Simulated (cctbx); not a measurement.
## Reading a Patterson map

Space group I4/mcm (no. 140), a = 7.5790 Å, b = 7.5790 Å, c = 13.3660 Å, α = 90.00°, β = 90.00°, γ = 90.00°, content Er20 Cu8 Sc4.

Simulated single-crystal data (cctbx): Ag Kα, λ = 0.56087 Å, to d = 0.84 Å, 50 % of the full sphere, strongest reflection 5000 counts, noise from counting, a 3 % proportional error and a noise floor of 2 counts (s.d.); no absorption.

Patterson synthesis, origin scaled to 1000:

```text
Patterson group I 4/m m m
      u       v       w   height  length (A)
  0.000   0.000   0.000   1000.0     0.00
  0.000   0.000   0.261    447.3     3.49
  0.000   0.330   0.500    365.4     7.13
  0.164   0.337   0.129    207.4     3.32
  0.000   0.329   0.237    171.5     4.03
  0.170   0.170   0.500    164.3     6.93
  0.000   0.000   0.500    152.6     6.68
  0.000   0.000   0.367     93.2     4.90
  0.000   0.288   0.133     81.9     2.81
  0.172   0.172   0.238     73.5     3.67
  0.115   0.376   0.000     50.0     2.98
  0.147   0.353   0.250      1.2     4.42
  0.000   0.500   0.040      0.8     3.83
  0.000   0.179   0.478      0.6     6.53
```

**Question.** Which atom pairs make the peaks, and where is the heaviest atom?

A peak at u stands for all pairs with xi − xj = u, with weight Σ ZiZj against Σ Z² = 100972 at the origin. Peak heights follow these weights only roughly, since form factors, motion and series ripples differ, all vectors within 0.55 Å of a peak are counted as merged into it though the farther ones add only part of their weight, and F(000) is left out, which lowers the whole map:

| u | v | w | shortest length (Å) | height | 1000 ΣZiZj/ΣZ² | pairs in the cell |
| --- | --- | --- | --- | --- | --- | --- |
| 0.000 | 0.000 | 0.261 | 3.49 | 447 | 479 | 8 × Er–Er, 8 × Er–Sc |
| 0.000 | 0.330 | 0.500 | 4.00 | 365 | 366 | 8 × Er–Er |
| 0.164 | 0.337 | 0.129 | 3.32 | 207 | 240 | 4 × Er–Er, 4 × Er–Sc |
| 0.000 | 0.329 | 0.237 | 4.03 | 172 | 183 | 4 × Er–Er |
| 0.170 | 0.170 | 0.500 | 3.54 | 164 | 183 | 4 × Er–Er |
| 0.000 | 0.000 | 0.500 | 5.36 | 153 | 201 | 4 × Er–Er, 4 × Sc–Sc |
| 0.000 | 0.000 | 0.367 | 4.91 | 93 | 312 | 16 × Er–Cu |
| 0.000 | 0.288 | 0.133 | 2.82 | 82 | 156 | 8 × Er–Cu |
| 0.172 | 0.172 | 0.238 | 3.68 | 74 | 92 | 2 × Er–Er |
| 0.115 | 0.376 | 0.000 | 2.98 | 50 | 78 | 4 × Er–Cu |

The table stops at ten peaks or at a height of 45, below which ripples compete. In the model behind the data Er, the heaviest element, has 2 independent sites: (0.6653, 0.8347, 0.1307) and (1/2, 1/2, 0), up to an allowed shift of origin; the Er–Er vectors are differences of these positions and their symmetry mates. The whole model:

| atom | mult. | x | y | z | Ueq (Å²) |
| --- | --- | --- | --- | --- | --- |
| Er1 | 16 | 0.6653 | 0.8347 | 0.1307 | 0.0214 |
| Er2 | 4 | 1/2 | 1/2 | 0 | 0.0234 |
| Cu1 | 8 | 0.1210 | 0.3790 | 0 | 0.0238 |
| Sc1 | 4 | 1/2 | 1/2 | 1/4 | 0.0247 |

The model was made for the exercise: a known structure type with other elements put in, its volume estimated, not relaxed; displacement parameters are assumed.

[Logs are printed without paths, hosts, clocks, repeated set-up lines and the standing remarks that a program may print on its own settings, such as how far it seeks lower states.]
